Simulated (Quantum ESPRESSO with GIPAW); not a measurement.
# 15N shielding of GaN under strain

GIPAW runs (PBEsol, plane-wave PAW from pslibrary 1.0.0 recipes, cutoffs 70 and 420 Ry, one 11×11×11 mesh for all shielding runs; Quantum ESPRESSO with GIPAW, a patched development version; no spin-orbit coupling, no macroscopic shape term) on GaN, space group F-43m before straining. The cell below is strained equally along all axes, and the atoms keep their fractional coordinates.

```
CELL_PARAMETERS angstrom
0.00000 2.25350 2.25350
2.25350 0.00000 2.25350
2.25350 2.25350 0.00000
ATOMIC_POSITIONS crystal
Ga 0.00000 0.00000 0.00000
N 0.75000 0.75000 0.75000
```

The cell is a computed entry of the Materials Project; it need not be the form that is stable at ambient conditions.

The bonds are those of N (atom 2; bound to Ga4). One row is withheld.

```
strain (%)  mean bond (Å)  σ_iso Ga (ppm)  σ_iso N (ppm)
        -2         1.9126         1269.20         126.42
      -1.5         1.9223         1281.44         119.92
        -1         1.9321               ?              ?
         0         1.9516         1316.50          98.67
      +0.5         1.9613         1327.61          90.82
        +1         1.9711         1338.48          82.51
        +2         1.9906         1359.41          63.74
```

**Task.** Fit σ_iso of N against strain, judge whether a straight line is enough, and predict the withheld row at -1 %.

1. With n = 6: Σx = 0.000, Σy = 582.08, Σx² = 11.5000, Σxy = -177.320.

2. Slope b = (nΣxy − ΣxΣy)/(nΣx² − (Σx)²) = -15.42 ppm per %, intercept a = (Σy − bΣx)/n = 97.01 ppm.

3. Residuals (run less line), in the order of the table: -1.43, -0.22, +1.66, +1.52, +0.92, -2.44 ppm. They bend in one sense; the largest is 3.9 % of the range of σ, so a quadratic term is needed: σ = 98.81 − 15.603 x − 0.938 x², with residuals of 0.24 ppm or less.

4. At -1 % (inside the fitted range) the line gives 112.43 ppm and the parabola 113.48 ppm.

5. The run gives:

```
strain (%)  mean bond (Å)  σ_iso Ga (ppm)  σ_iso N (ppm)
        -1         1.9321         1293.43         113.15
```

Prediction less run: the line misses by -0.72 ppm, the parabola by +0.33 ppm. By the parabola, a strain of +1 % changes σ of N by -16.54 ppm and one of −1 % by +14.66 ppm; the mean slope is -15.42 ppm per %, or 7.9 ppm for 0.01 Å of mean bond length. The shift moves the opposite way, scaled by the slope of a reference line. Over the table σ of Ga goes from 1269.20 to 1359.41 ppm. Zero strain is the database's lattice, not this functional's rest cell, and neither cutoff nor mesh was tested for the slopes. The omitted shape term, common to all sites, changes with strain too. This build of gipaw.x prints that it is not audited and that its numbers are no references by themselves. pw.x warned of eigenvalues not converged in some cycles of these runs, which then met the threshold.

[Banner, clock, file and message-heading lines were taken out of the pw.x and gipaw.x logs.]

[Logs are printed without paths, hosts, clocks, repeated set-up lines and the standing remarks that a program may print on its own settings, such as how far it seeks lower states.]

[Hosts, paths, dates, database ids (printed as entryN), source tags and the programs' standing remarks are cut or masked in the printed files.]
